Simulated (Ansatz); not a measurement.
# Work function of Al(100): what the settings cost and change, part 2 of 2

How thick a slab and how much vacuum does the work function of Al(100) need?

Ansatz 0.2.0; plane-wave DFT, PBE, Ansatz PAW.

So far, work function, upper face (eV): step 2 (run, setting 1 layer) 4.23; step 5 (slab, 4 atoms) 4.29; step 6 (run, 5 atoms) 4.31; step 7 (run, 6 atoms) 4.27; step 8 (slab, 8 atoms) 4.26.

## 9. Run, 10 atoms

System of this step: Al(100). The cell holds 10 atoms: 10 Al. Its edges and angles: a = 2.864 Å, b = 2.864 Å, c = 36.225 Å, α = 90.0°, β = 90.0°, γ = 90.0°. Vacuum lies along c.

Contents of input.yaml:

```yaml
crystal:
  lattice:
    - [2.8637824638, 0.0, 0.0]
    - [0.0, 2.8637824638, 0.0]
    - [0.0, 0.0, 36.225]
  atoms:
    - { symbol: Al, position: [0.5, 0.5, 0.248447205] }
    - { symbol: Al, position: [0.0, 0.0, 0.3043478261] }
    - { symbol: Al, position: [0.5, 0.5, 0.3602484472] }
    - { symbol: Al, position: [0.0, 0.0, 0.4161490683] }
    - { symbol: Al, position: [0.5, 0.5, 0.4720496894] }
    - { symbol: Al, position: [0.0, 0.0, 0.5279503106] }
    - { symbol: Al, position: [0.5, 0.5, 0.5838509317] }
    - { symbol: Al, position: [0.0, 0.0, 0.6397515528] }
    - { symbol: Al, position: [0.5, 0.5, 0.6956521739] }
    - { symbol: Al, position: [0.0, 0.0, 0.751552795] }
kpoints:
  mp_grid: { grid: [14, 14, 1] }
hamiltonian:
  xc: pbe
scf:
  occupations: { method: fermi_dirac, width: 0.1 }
  convergence: { dr2_threshold: 1.0e-09 }
efield:
  axis: 3
  dipole_correction: true
  ramp_position: 0.97
  ramp_width: 0.06
output:
  write_potential: true
  write_density: true
  volumetric_format: npy
```

Launch:

```console
$ ansatz run input.yaml --threads 2 --pin off --max-ram 3072MiB --backend cpu --events-out ev --progress --plain --runs-dir out
```

Numbers of over 12 decimals in the logs are rounded to 6 here.

The log of the run:

```text
[...]
Crystal: 10 atoms, lattice volume = 297.090 Å³
Basis set: ecut = 420 eV, 5805 PW (Γ)
Bands: 25, of which v1, the nominal top of the filled ones, is band 15 counted from 1 (14 counted from 0)
Symmetry: 8 space group operations
k-points: 36 of 196
[...]
k-point 0: bands = [... 11 lower, 2.2425, 3.7684, 5.1780, 6.1876, 6.8450, 7.0285, 7.8537, 8.0952, ... 6 higher]
  k-point 1: bands = [... 11 lower, 2.3281, 3.8513, 5.2589, 6.1653, 6.2675, 6.4044, 6.7517, 6.9599, ... 6 higher]
  k-point 2: bands = [... 11 lower, 2.5763, 4.0280, 4.2085, 4.5075, 4.7574, 5.3288, 5.5613, 6.0249, ... 6 higher]
  k-point 35: bands = [... 11 lower, 1.2689, 1.5516, 1.5516, 1.6630, 1.6630, 2.2088, 2.2088, 2.3777, ... 6 higher]
[key lines of the parts left out:]
SCF converged after 7 iterations
Free energy (F): -5374.088268 eV
Fermi energy:    2.532695 eV
Dipole field:    D = -0.000000 V/Å  (p = -0.000000 e·Å, saw-weighted, corrected)
Work function:   Φ+ = 4.2994 eV   Φ− = 4.2994 eV
```

Elapsed: 38 s, on 2 threads of AMD EPYC 7R43, shared host; peak memory 0.64 GiB; 62 s of CPU time.

The work function is 4.299 eV, +0.039 eV from the run “8 layers”, at 1.5 times its CPU time.

## 10. Run, 13 atoms

System of this step: Al(100). The cell holds 13 atoms: 13 Al. Cell: a = 2.864 Å, b = 2.864 Å, c = 42.300 Å, α = 90.0°, β = 90.0°, γ = 90.0°. Vacuum lies along c.

input.yaml, the sections that differ from step 9:

```yaml
crystal:
  lattice:
    - [2.8637824638, 0.0, 0.0]
    - [0.0, 2.8637824638, 0.0]
    - [0.0, 0.0, 42.3]
  atoms:
    - { symbol: Al, position: [0.0, 0.0, 0.2127659574] }
    - { symbol: Al, position: [0.5, 0.5, 0.2606382979] }
    - { symbol: Al, position: [0.0, 0.0, 0.3085106383] }
    - { symbol: Al, position: [0.5, 0.5, 0.3563829787] }
    - { symbol: Al, position: [0.0, 0.0, 0.4042553191] }
    - { symbol: Al, position: [0.5, 0.5, 0.4521276596] }
    - { symbol: Al, position: [0.0, 0.0, 0.5] }
    - { symbol: Al, position: [0.5, 0.5, 0.5478723404] }
    - { symbol: Al, position: [0.0, 0.0, 0.5957446809] }
    - { symbol: Al, position: [0.5, 0.5, 0.6436170213] }
    - { symbol: Al, position: [0.0, 0.0, 0.6914893617] }
    - { symbol: Al, position: [0.5, 0.5, 0.7393617021] }
    - { symbol: Al, position: [0.0, 0.0, 0.7872340426] }
# kpoints, hamiltonian, scf, efield, output: as in step 9
```

The log of the run:

```text
[...]
Crystal: 13 atoms, lattice volume = 346.913 Å³
Basis set: ecut = 420 eV, 6801 PW (Γ)
Bands: 33, of which v1, the nominal top of the filled ones, is band 20 counted from 1 (19 counted from 0)
Symmetry: 8 space group operations
k-points: 36 of 196
[...]
k-point 0: bands = [... 16 lower, 5.0767, 6.1957, 7.0135, 7.6146, 7.7839, 8.5865, 8.7359, 8.7488, ... 9 higher]
  k-point 1: bands = [... 16 lower, 5.1583, 6.2759, 6.8989, 7.0418, 7.0924, 7.2798, 7.5577, 7.7396, ... 9 higher]
  k-point 2: bands = [... 16 lower, 4.9388, 5.1019, 5.1611, 5.5534, 5.5837, 6.0238, 6.4977, 6.6091, ... 9 higher]
  k-point 35: bands = [... 16 lower, 2.1227, 2.1757, 2.4359, 2.5286, 2.6589, 2.6589, 2.8282, 2.9862, ... 9 higher]
[key lines of the parts left out:]
SCF converged after 7 iterations
Free energy (F): -6986.630161 eV
Fermi energy:    3.320100 eV
Dipole field:    D = 0.000001 V/Å  (p = 0.000001 e·Å, saw-weighted, corrected)
Work function:   Φ+ = 4.2758 eV   Φ− = 4.2758 eV
```

Wall time 57 s (2 threads); peak memory 0.77 GiB.

The work function is 4.276 eV, -0.024 eV from the run “10 layers”, at 1.5 times its CPU time.

## 11. Run, 7 atoms

System of this step: Al(100). The cell holds 7 atoms: 7 Al. Cell: a = 2.864 Å, b = 2.864 Å, c = 22.150 Å, α = 90.0°, β = 90.0°, γ = 90.0°. Vacuum lies along c.

input.yaml, the sections that differ from step 10:

```yaml
crystal:
  lattice:
    - [2.8637824638, 0.0, 0.0]
    - [0.0, 2.8637824638, 0.0]
    - [0.0, 0.0, 22.15]
  atoms:
    - { symbol: Al, position: [0.0, 0.0, 0.2257336343] }
    - { symbol: Al, position: [0.5, 0.5, 0.3171557562] }
    - { symbol: Al, position: [0.0, 0.0, 0.4085778781] }
    - { symbol: Al, position: [0.5, 0.5, 0.5] }
    - { symbol: Al, position: [0.0, 0.0, 0.5914221219] }
    - { symbol: Al, position: [0.5, 0.5, 0.6828442438] }
    - { symbol: Al, position: [0.0, 0.0, 0.7742663657] }
# kpoints, hamiltonian, scf, efield, output: as in step 10
```

The log of the run:

```text
[...]
Crystal: 7 atoms, lattice volume = 181.658 Å³
Basis set: ecut = 420 eV, 3551 PW (Γ)
Bands: 18, of which v1, the nominal top of the filled ones, is band 11 counted from 1 (10 counted from 0)
Symmetry: 8 space group operations
k-points: 36 of 196
[...]
k-point 0: bands = [... 7 lower, 1.3187, 3.8777, 5.8342, 6.9231, 8.7526, 8.8528, 8.9496, 9.2783, ... 3 higher]
  k-point 1: bands = [... 7 lower, 1.4038, 3.9624, 5.9149, 7.0105, 7.2611, 7.7048, 8.4349, 8.8445, ... 3 higher]
  k-point 2: bands = [... 7 lower, 1.6587, 4.1990, 5.3122, 5.6615, 6.2504, 6.4788, 7.2960, 7.5318, ... 3 higher]
  k-point 35: bands = [... 7 lower, 2.1430, 2.5286, 2.6689, 3.0575, 3.0575, 3.2065, 3.6592, 4.3303, ... 3 higher]
[key lines of the parts left out:]
SCF converged after 7 iterations
Free energy (F): -3761.579695 eV
Fermi energy:    3.575364 eV
Dipole field:    D = -0.000000 V/Å  (p = -0.000000 e·Å, saw-weighted, corrected)
Work function:   Φ+ = 4.2366 eV (in doubt: plateau slope 3.4e-2 eV/Å)   Φ− = 4.2382 eV (in doubt: plateau slope 2.3e-2 eV/Å)
```

Run time: 17 s. Hardware: 2 threads; peak memory 0.47 GiB.

The work function is 4.237 eV. The program marks this work function as in doubt.

## 12. Run, 7 atoms (run 2)

The cell differs from the one that the last finished run ended in (c 22.150 → 26.150 Å).

input.yaml, the sections that differ from step 11:

```yaml
crystal:
  lattice:
    - [2.8637824638, 0.0, 0.0]
    - [0.0, 2.8637824638, 0.0]
    - [0.0, 0.0, 26.15]
  atoms:
    - { symbol: Al, position: [0.0, 0.0, 0.2676864245] }
    - { symbol: Al, position: [0.5, 0.5, 0.345124283] }
    - { symbol: Al, position: [0.0, 0.0, 0.4225621415] }
    - { symbol: Al, position: [0.5, 0.5, 0.5] }
    - { symbol: Al, position: [0.0, 0.0, 0.5774378585] }
    - { symbol: Al, position: [0.5, 0.5, 0.654875717] }
    - { symbol: Al, position: [0.0, 0.0, 0.7323135755] }
# kpoints, hamiltonian, scf, efield, output: as in step 11
```

The log of the run:

```text
[...]
Crystal: 7 atoms, lattice volume = 214.463 Å³
Basis set: ecut = 420 eV, 4187 PW (Γ)
Bands: 18, of which v1, the nominal top of the filled ones, is band 11 counted from 1 (10 counted from 0)
Symmetry: 8 space group operations
k-points: 36 of 196
[...]
k-point 0: bands = [... 7 lower, 0.1215, 2.6856, 4.5968, 5.8756, 6.8534, 7.0803, 7.7528, 8.0815, ... 3 higher]
  k-point 1: bands = [... 7 lower, 0.2066, 2.7702, 4.6784, 5.9602, 6.0666, 6.5010, 6.9537, 7.1269, ... 3 higher]
  k-point 2: bands = [... 7 lower, 0.4615, 3.0064, 4.1158, 4.4624, 5.0158, 5.2824, 6.2480, 6.3341, ... 3 higher]
  k-point 35: bands = [... 7 lower, 0.9462, 1.3319, 1.4721, 1.8607, 1.8607, 2.0098, 2.4624, 3.1334, ... 3 higher]
[key lines of the parts left out:]
SCF converged after 7 iterations
Free energy (F): -3761.579749 eV
Fermi energy:    2.378610 eV
Dipole field:    D = 0.000000 V/Å  (p = 0.000000 e·Å, saw-weighted, corrected)
Work function:   Φ+ = 4.2445 eV   Φ− = 4.2445 eV
```

The job ended after 16 s (2 threads; peak memory 0.5 GiB).

The work function is 4.245 eV, +0.008 eV from the run “7 layers, 10 Å of vacuum”, at 0.97 times its CPU time.

## 13. Run, 7 atoms (run 3)

The cell differs from the one that the last finished run ended in (c 26.150 → 38.150 Å).

input.yaml, the sections that differ from step 12:

```yaml
crystal:
  lattice:
    - [2.8637824638, 0.0, 0.0]
    - [0.0, 2.8637824638, 0.0]
    - [0.0, 0.0, 38.15]
  atoms:
    - { symbol: Al, position: [0.0, 0.0, 0.3407601573] }
    - { symbol: Al, position: [0.5, 0.5, 0.3938401048] }
    - { symbol: Al, position: [0.0, 0.0, 0.4469200524] }
    - { symbol: Al, position: [0.5, 0.5, 0.5] }
    - { symbol: Al, position: [0.0, 0.0, 0.5530799476] }
    - { symbol: Al, position: [0.5, 0.5, 0.6061598952] }
    - { symbol: Al, position: [0.0, 0.0, 0.6592398427] }
# kpoints, hamiltonian, scf, efield, output: as in step 12
```

The log of the run:

```text
[...]
Crystal: 7 atoms, lattice volume = 312.878 Å³
Basis set: ecut = 420 eV, 6099 PW (Γ)
Bands: 18, of which v1, the nominal top of the filled ones, is band 11 counted from 1 (10 counted from 0)
Symmetry: 8 space group operations
k-points: 36 of 196
[...]
k-point 0: bands = [... 7 lower, -1.9618, 0.6023, 2.5107, 3.8425, 4.4626, 4.5735, 5.1517, 5.2173, ... 3 higher]
  k-point 1: bands = [... 7 lower, -1.8768, 0.6870, 2.5924, 3.9224, 3.9872, 4.4070, 4.5731, 4.6655, ... 3 higher]
  k-point 2: bands = [... 7 lower, -1.6218, 0.9232, 2.0324, 2.3789, 2.9298, 3.1991, 4.2144, 4.2504, ... 3 higher]
  k-point 35: bands = [... 7 lower, -1.1371, -0.7514, -0.6113, -0.2226, -0.2226, -0.0735, 0.3791, 1.0502, ... 3 higher]
[key lines of the parts left out:]
SCF converged after 8 iterations
Free energy (F): -3761.579874 eV
Fermi energy:    0.295291 eV
Dipole field:    D = 0.000000 V/Å  (p = 0.000000 e·Å, saw-weighted, corrected)
Work function:   Φ+ = 4.2446 eV   Φ− = 4.2446 eV
```

Elapsed: 21 s, on 2 threads; peak memory 0.56 GiB.

The work function is 4.245 eV, +0.000 eV from the run “7 layers, 14 Å of vacuum”, at 1.4 times its CPU time.

## 14. The series together

Times are for 2 threads of AMD EPYC 7R43, shared host. Results by setting:

```tsv
no.	setting	work function, upper face (eV)	time	memory (GiB)
1	1 layer	4.233	8 s	0.4
2	2 layers	4.420	8.9 s	0.44
3	3 layers	4.451	14 s	0.41
4	4 layers	4.289	16 s	0.44
5	5 layers	4.311	14 s	0.46
6	6 layers	4.269	16 s	0.5
7	8 layers	4.260	27 s	0.56
8	10 layers	4.299	38 s	0.64
9	13 layers	4.276	57 s	0.77
10	7 layers, 10 Å of vacuum	4.237	17 s	0.47
11	7 layers, 14 Å of vacuum	4.245	16 s	0.5
12	7 layers, 26 Å of vacuum	4.245	21 s	0.56
```

## 15. The same run with other settings

System of this step: Al(100) monolayer. The cell holds 1 atom: 1 Al. Cell: a = 2.864 Å, b = 2.864 Å, c = 18.000 Å, α = 90.0°, β = 90.0°, γ = 90.0°. Vacuum lies along c.

An input spoilt on purpose, to show how the run answers: it repeats the earlier run “1 layer” with crystal.atoms[0].symbol from Al to al, and scf.max_iter set to 80; its output block differs too.

input.yaml, the sections that differ from step 13:

```yaml
crystal:
  lattice:
    - [2.8637824638, 0.0, 0.0]
    - [0.0, 2.8637824638, 0.0]
    - [0.0, 0.0, 18.0]
  atoms:
    - { symbol: al, position: [0.5, 0.5, 0.5] }
scf:
  occupations: { method: fermi_dirac, width: 0.1 }
  convergence: { dr2_threshold: 1.0e-09 }
  max_iter: 80
# kpoints, hamiltonian, efield, output: as in step 13
```

The log of the run:

```text
Error: YAML parse error: error: line 7 column 17: `al` is not an element symbol (H … Og, case-exact)
 --> <input>:7:17
  |
5 |     - [0.0, 0.0, 18.0]
6 |   atoms:
7 |     - { symbol: al, position: [0.5, 0.5, 0.5] }
  |                 ^ `al` is not an element symbol (H … Og, case-exact)
8 | kpoints:
9 |   mp_grid: { grid: [14, 14, 1] }
  |
```

It took 0.06 s on 2 threads; peak memory 0.06 GiB.

The input was rejected at the start.

The program's message: “Error: YAML parse error: error: line 7 column 17: `al` is not an element symbol (H … Og, case-exact)”

The fault put into the input: an unknown element.

## 16. What came out

| Quantity | Value |
| --- | --- |
| work function, 1 layer | 4.233 eV |
| work function, 3 layers | 4.451 eV |
| work function, 6 layers | 4.269 eV |
| work function, 13 layers | 4.276 eV |

**Reading.** The thickest slab gives 4.28 eV, and the settings tried spread the value from 4.23 to 4.45 eV. At 18 Å of vacuum, the slabs from 4 layers on stay within 0.04 eV of the thickest. Going from 10 to 26 Å of vacuum moves it by 0.008 eV. The program marks the value as in doubt in “7 layers, 10 Å of vacuum”. The ladder's slabs use the tabulated experimental lattice constant (two decimals; a low-temperature value for the alkali metals). In 1 run of the series (7 layers, 10 Å of vacuum) the program warns that electrons reach the sawtooth's ramp, which makes dipole and work function less sure.

Calculation against experiment:

```
                                               quantity  measured        13 layers
work function (clean (100) face, a compiled value) (eV)      4.32  4.28 (-0.04 eV)
```

Measured values from arxiv:1702.08515 (2017).

**Verdict.** The work function is off by -0.04 eV: good agreement. The grades are ours: good and fair within 3 and 7 % for the work function. No cell relaxation is part of this session.

[Logs are printed without paths, hosts, clocks, repeated set-up lines and the standing remarks that a program may print on its own settings, such as how far it seeks lower states.]

[Hosts, paths, dates, database ids (printed as entryN), source tags and the programs' standing remarks are cut or masked in the printed files.]

[Maps of the electrostatic potential energy from Ansatz leave out the sawtooth potential of an applied field or a dipole correction, so their vacuum need not be flat; planar profiles and work functions include it.]
